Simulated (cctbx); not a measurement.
# LiAlI4: precision against data quality

Space group Pnma (no. 62), a = 12.1950 Å, b = 7.6640 Å, c = 10.2210 Å, α = 90.00°, β = 90.00°, γ = 90.00°.

```
atom  mult.       x       y       z  Ueq (Å²)
  I1      8  0.9257  0.0029  0.3211    0.0068
  I2      4  0.3965     3/4  0.5757    0.0132
  I3      4  0.2212     3/4  0.9531    0.0077
 Al1      4  0.0682     3/4  0.8110    0.0138
 Li1      4  0.1888     3/4  0.3098    0.0277
```

The model was made for the exercise: a known structure type with other elements put in, its volume estimated, not relaxed; displacement parameters are assumed.

Five simulated data sets (cctbx; Ag Kα, λ = 0.56087 Å; 6 % proportional error) differ in resolution or exposure (noise floor 2 counts in the first three, 8 in the last two). Each is refined with the right model, isotropic at 1.1 Å and anisotropic otherwise. How do the figures of merit and the uncertainties move?

| d min (Å) | top counts | ⟨I/σ⟩ (unmerged, absences included) | unique | param. (scale apart) | Rint | R1 | GooF | largest s.u. xyz (fractional) | s.u. U of Li1 (Å²) | largest error (Å) |
| --- | --- | --- | --- | --- | --- | --- | --- | --- | --- | --- |
| 1.1 | 40000 | 11.6 | 412 | 16 | 0.047 | 0.0230 | 1.95 | 0.00237 | 0.0067 | 0.0237 |
| 0.84 | 40000 | 11.1 | 908 | 33 | 0.047 | 0.0139 | 0.96 | 0.00075 | 0.0041 | 0.0035 |
| 0.6 | 40000 | 9.6 | 2450 | 33 | 0.049 | 0.0144 | 0.93 | 0.00060 | 0.0025 | 0.0154 |
| 0.75 | 300 | 0.8 | 1275 | 33 | 0.531 | 0.1048 | 0.94 | 0.01302 | 0.0339 | 0.0991 |
| 0.75 | 3000 | 3.9 | 1275 | 33 | 0.112 | 0.0348 | 0.94 | 0.00277 | 0.0115 | 0.0345 |

GooF reaches 1.95 where the model lacks something that the data hold (anisotropy at the isotropic level, for one). The s.u. of U for Li1 goes 0.0067, 0.0041, 0.0025 Å² with resolution and 0.0339, 0.0115 Å² with exposure.

The 1.1 Å row also differs in its displacement model, so it isn't a clean test of resolution.

Hardware for the 0.6 Å refinement: 0.89 s on 1 thread of Arm Neoverse N1, with other jobs on the host, peak memory 0.1 GiB.

[Logs are printed without paths, hosts, clocks, repeated set-up lines and the standing remarks that a program may print on its own settings, such as how far it seeks lower states.]
